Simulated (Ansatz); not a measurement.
# A hypothetical structure for LiCdCl2F, part 2 of 2

Starting from a made-up structure for LiCdCl2F, the aim is the relaxed cell, its shortest contacts and, where a second run follows, its electronic structure.

Ansatz 0.2.0; DFT, PBE, plane-wave PAW, files of the set soft_1, scalar-relativistic, no spin, cell and ions relaxed at zero pressure; PAW set soft_1 (the session's first sound run).

So far: The structure; Relaxing cell and atoms.

## (3) Bands of the relaxed cell

With the geometry fixed, one more self-consistent run, with a narrower smearing and the mesh shown in its input, gives the bands, and its pressure, and its forces where symmetry allows any, show how far the geometry depends on these settings.

This step: DFT, PBE, plane-wave PAW, files of the set soft_1, scalar-relativistic, no spin, bands and density of states at the relaxed cell; PAW set soft_1 (Ansatz 0.2.0).

input.yaml reads:

```yaml
crystal:
  lattice:
    - [3.7126357196, -3.713652499, 0.0]
    - [3.7126357196, 3.713652499, 0.0]
    - [0.0, 0.0, 4.2989614007]
  atoms:
    - { symbol: Cd, position: [0.5, 0.5, 0.0] }
    - { symbol: Cl, position: [0.0, 0.5, 0.0] }
    - { symbol: Cl, position: [0.5, 0.0, 0.0] }
    - { symbol: F, position: [0.5, 0.5, 0.5] }
    - { symbol: Li, position: [0.0, 0.0, 0.5] }
kpoints:
  mp_grid: { grid: [6, 6, 8] }
  band_path:
    path:
      - [[0.0, 0.0, 0.0], [0.0, 0.5, 0.0], [0.5, 0.5, 0.0], [0.0, 0.0, 0.0], [0.0, 0.0, 0.5], [0.0, 0.5, 0.5], [0.5, 0.5, 0.5], [0.0, 0.0, 0.5]]
      - [[0.0, 0.5, 0.0], [0.0, 0.5, 0.5]]
      - [[0.5, 0.5, 0.0], [0.5, 0.5, 0.5]]
    npoints: 8
scf:
  occupations: { method: fermi_dirac, width: 0.03 }
  n_extra_bands: 9
hamiltonian:
  xc: pbe
  pseudopotentials: { kind: paw, azcp: { folder: soft_1 } }
output:
  forces: true
  stress: true
  write_bands: true
  dos: { projected: true }
  write_density: true
  write_potential: true
  elf: true
  volumetric_format: npy
```

On the command line:

```sh
> ansatz run input.yaml --threads 4 --pin off --max-ram 8192MiB --backend cpu --events-out ev --progress --plain --runs-dir out
```

Numbers of over 12 decimals in the logs are rounded to 6 here.

Output:

```text
[...]
Crystal: 5 atoms, lattice volume = 118.543 Å³
Basis set: ecut = 420 eV, 2303 PW (Γ), exchange–correlation on 72×72×60 points (8 copies of the dense FFT grid, shifted against one another)
Bands: 31, of which v1, the nominal top of the filled ones, is band 22 counted from 1 (21 counted from 0)
Symmetry: 8 space group operations
[...]
k-points: 65 of 288
[...]
SCF iter   1: F=—  HF=-11437.099435 eV  |F-HF|=—  |Δ(HF+E_count)|=         —  Δρ=1.44e-1  dr2=2.28e1  ethr=3.10e-3  ⟨swp⟩=7.2  Hψ=10152  notcnv=0
[...]
SCF iter  10: F=-11431.114730 eV  HF=-11431.114730 eV  |F-HF|=2.40e-8  |Δ(HF+E_count)|=   8.75e-8  Δρ=3.21e-6  dr2=1.31e-8  ethr=2.27e-10  ⟨swp⟩=15.9  Hψ=16620  notcnv=0
SCF 1 converged in 10 iterations: F = -11431.114730 eV  dr2 = 1.31e-8
[...]
NSCF: frozen V_eff on 75 k-points
SCF converged after 10 iterations
Free energy (F): -11431.114730 eV
[...]
Internal energy: -11431.114730 eV  (E = F + TS)
E sigma→0 (E₀):  -11431.114730 eV
Fermi energy:    3.277611 eV
[...]
--- Stress (GPa, compression-positive) ---
        0.018515       0.000000       0.000000
        0.000000       0.011891       0.000000
        0.000000       0.000000      -0.009947
  P = ⅓ Tr σ = 0.0068 GPa (0.068 kbar)
--- Band table (eV; the first three rows and the last of 65) ---
  k-point 0: bands = [... 18 lower, 0.9930, 1.0395, 1.0411, 1.2811, 4.4950, 6.1669, 10.2947, 10.4834, ... 5 higher]
  k-point 1: bands = [... 18 lower, 0.8394, 1.0415, 1.0431, 1.2040, 4.7968, 6.3325, 9.9837, 10.1561, ... 5 higher]
  k-point 2: bands = [... 18 lower, 0.5524, 1.0264, 1.0498, 1.0515, 5.5481, 6.7451, 9.4195, 9.5749, ... 5 higher]
  k-point 64: bands = [... 18 lower, 1.1032, 1.5402, 1.9424, 2.0004, 7.0851, 8.6922, 9.1929, 9.1948, ... 5 higher]
```

The job ended after 4.4 s (4 threads of Intel Xeon Platinum 8488C (Sapphire Rapids), shared host; peak memory 0.66 GiB; 16 s of CPU time).

Reading the cycles: dr2 is the Hartree energy of the density residual (eV), the measure of convergence; HF is the Harris–Foulkes estimate of the energy, which meets the free energy F at convergence.

Numbers from this step:

```yaml
fermi_energy: 3.278 eV
pressure: 0.006819 GPa
gap_on_the_k_mesh: 2.495 eV
```

From bands.tsv. The electronic bands at the labelled points (eV, zero at the valence top; v1 is the highest filled band, c1 the lowest empty one):

```csv
point,v4,v3,v2,v1,c1,c2,c3,c4
Γ,-1.01,-0.96,-0.96,-0.72,2.49,4.17,8.29,8.48
halfway,-1.29,-1.08,-0.96,-0.75,3.50,4.65,7.28,8.29
X,-1.29,-1.28,-0.85,-0.83,4.96,5.26,6.46,8.19
halfway,-0.83,-0.82,-0.79,-0.61,5.39,5.53,6.58,7.25
M,-0.80,-0.80,-0.51,-0.03,6.02,6.02,6.47,6.96
halfway,-1.12,-0.91,-0.76,-0.65,4.14,5.09,7.04,7.63
Γ,-1.01,-0.96,-0.96,-0.72,2.49,4.17,8.29,8.48
halfway,-1.45,-0.97,-0.95,-0.95,3.55,4.74,7.42,7.57
Z,-1.50,-1.21,-0.93,-0.93,4.81,5.46,6.56,6.97
halfway,-1.50,-1.04,-1.03,-0.60,5.39,5.97,6.19,7.02
R,-1.50,-1.16,-0.90,-0.05,5.97,6.62,6.65,6.99
halfway,-0.95,-0.90,-0.73,-0.05,5.42,6.83,6.88,7.01
A,-0.90,-0.46,-0.06,0.00,5.08,6.69,7.19,7.19
halfway,-1.22,-1.00,-0.64,-0.59,5.70,5.76,6.46,6.98
Z,-1.50,-1.21,-0.93,-0.93,4.81,5.46,6.56,6.97
jump to X,-1.29,-1.28,-0.85,-0.83,4.96,5.26,6.46,8.19
halfway,-1.37,-1.22,-0.92,-0.70,5.53,5.57,7.09,7.46
R,-1.50,-1.16,-0.90,-0.05,5.97,6.62,6.65,6.99
jump to M,-0.80,-0.80,-0.51,-0.03,6.02,6.02,6.47,6.96
halfway,-0.91,-0.91,-0.48,-0.02,5.68,6.60,6.61,6.96
A,-0.90,-0.46,-0.06,0.00,5.08,6.69,7.19,7.19
```

Counts of states for the cell as run, both spins, by energy window (eV from the valence-band top):

```csv
from,to,total
-8,-7,0.07
-7,-6,7.12
-6,-5,2.82
-5,-4,0.49
-4,-3,1.53
-3,-2,2.61
-2,-1,7.73
-1,0,5.63
0,1,0.00
1,2,0.00
2,3,0.02
3,4,0.23
4,5,0.87
5,6,2.50
6,7,2.02
```

A further 16.0 states lie below the table's range.

Valence density in the ac plane of the cell as run, not the conventional one, at fractional y = 0.500, with atoms of Cd and Cl and F within 0.2 Å of it. It is the smooth field of the valence electrons, not physical close to the nuclei.

Ten steps, logarithmic in the rise over the least value, from '_' (0 e/Å³) to '@' (21 e/Å³), each cell a mean:
```
====--::..==##@@%%**::..::====
==--::....::++****==......--==
::::..____..::----..____....::
..________..::----..__________
__________::==****--..________
__________--**%%%%++..________
__________::**####==..________
__________..--====::__________
....______..::::::..______....
----::..__..--++==--..__..::--
====--....--##%%%%++::..::--==
--==--::::++%%@@@@##--..--====
```
Columns run along a (5.3 Å), rows up along c (4.3 Å). Atoms in or near the plane, at fractional coordinates: Cd at (0.50, 0.00), Cl at (0.00, 0.00), F at (0.50, 0.50).

Electrostatic potential energy in the ac plane of the cell as run, not the conventional one, at fractional y = 0.500, with atoms of Cd and Cl and F within 0.2 Å of it. With pseudopotentials it is smooth inside the atoms' cores, unlike the true potential.

Ten even steps from '_' (-37 eV) to '@' (9 eV), each cell a mean:
```
____++%%%%==::..::--**%%##::__
::==%%@@%%**==----++##@@%%**--
%%%%@@@@@@%%##****##@@@@@@@@%%
@@@@@@@@@@@@%%##%%@@@@@@@@@@@@
@@@@@@@@@@@@++..::##@@@@@@@@@@
@@@@@@@@@@%%::____++@@@@@@@@@@
@@@@@@@@@@@@--__..**@@@@@@@@@@
@@@@@@@@@@@@##++**@@@@@@@@@@@@
@@@@@@@@@@@@%%##%%%%@@@@@@@@@@
++**%%@@@@##++====**%%@@@@%%++
__::**%%%%++--::::==##%%%%==__
____==%%##==::....--**%%##::__
```
Columns run along a (5.3 Å; values clipped at the 3rd and 97th percentile), rows up along c (4.3 Å). Atoms in or near the plane, at fractional coordinates: Cd at (0.50, 0.00), Cl at (0.00, 0.00), F at (0.50, 0.50).

ELF in the ac plane of the cell as run, not the conventional one, at fractional y = 0.500, with atoms of Cd and Cl and F within 0.2 Å of it. It is the smooth field of the valence electrons, not physical close to the nuclei.

Values, 12 rows by 15 columns, each cell a mean:
```
0.52 0.76 0.83 0.51 0.14 0.30 0.52 0.77 0.69 0.41 0.20 0.24 0.71 0.83 0.65
0.85 0.86 0.78 0.41 0.11 0.20 0.32 0.40 0.38 0.28 0.13 0.19 0.62 0.84 0.86
0.85 0.80 0.61 0.23 0.06 0.09 0.14 0.17 0.16 0.12 0.07 0.09 0.40 0.72 0.83
0.66 0.55 0.28 0.06 0.05 0.21 0.38 0.45 0.43 0.32 0.12 0.04 0.13 0.41 0.62
0.23 0.15 0.05 0.03 0.18 0.58 0.76 0.75 0.76 0.72 0.39 0.08 0.02 0.09 0.20
0.02 0.01 0.01 0.05 0.33 0.73 0.78 0.60 0.68 0.80 0.58 0.17 0.02 0.01 0.01
0.07 0.05 0.02 0.04 0.26 0.68 0.79 0.70 0.74 0.78 0.51 0.12 0.02 0.03 0.06
0.48 0.37 0.14 0.03 0.09 0.38 0.61 0.68 0.66 0.53 0.22 0.04 0.06 0.24 0.44
0.79 0.72 0.47 0.14 0.05 0.10 0.17 0.20 0.19 0.14 0.07 0.06 0.27 0.61 0.77
0.87 0.85 0.73 0.34 0.09 0.14 0.23 0.28 0.27 0.20 0.10 0.15 0.53 0.81 0.87
0.72 0.82 0.82 0.48 0.13 0.26 0.43 0.59 0.54 0.35 0.17 0.22 0.68 0.84 0.78
0.30 0.68 0.82 0.53 0.15 0.32 0.60 0.90 0.81 0.45 0.22 0.24 0.72 0.81 0.50
```
Columns run along a (5.3 Å), rows up along c (4.3 Å). Atoms in or near the plane, at fractional coordinates: Cd at (0.50, 0.00), Cl at (0.00, 0.00), F at (0.50, 0.50).

## (4) Outcome

* space group, relaxed: P4/mmm
* conventional cell: a = 5.251, b = 5.251, c = 4.299 Å; α = 90.0°, β = 90.0°, γ = 90.0°
* volume per atom: 23.71 Å³ (guess 18.64)

**Reading.** LiCdCl2F relaxes to P4/mmm with a = 5.251, b = 5.251 and c = 4.299 Å. The guessed volume was 21 % too small. The symmetry rose from Cmmm to P4/mmm, so the distortion of the structure type doesn't survive with these elements. It has an indirect Kohn–Sham gap of 2.49 eV, which semilocal functionals understate. On the 6×6×8 mesh with the narrower smearing (relaxed on 6×6×6) the forces vanish, as symmetry may demand, and the largest stress component is 0.019 GPa, within the relaxation's thresholds of 0.015 eV/Å and 0.05 GPa. The cutoff wasn't tested. A vector of the cell changed its length by 15 %, more than the volume shows. No dispersion term is used, so weakly bound directions may come out too long. Nothing here tests whether the compound is stable against decomposition.

[Logs are printed without paths, hosts, clocks, repeated set-up lines and the standing remarks that a program may print on its own settings, such as how far it seeks lower states.]

[Hosts, paths, dates, database ids (printed as entryN), source tags and the programs' standing remarks are cut or masked in the printed files.]
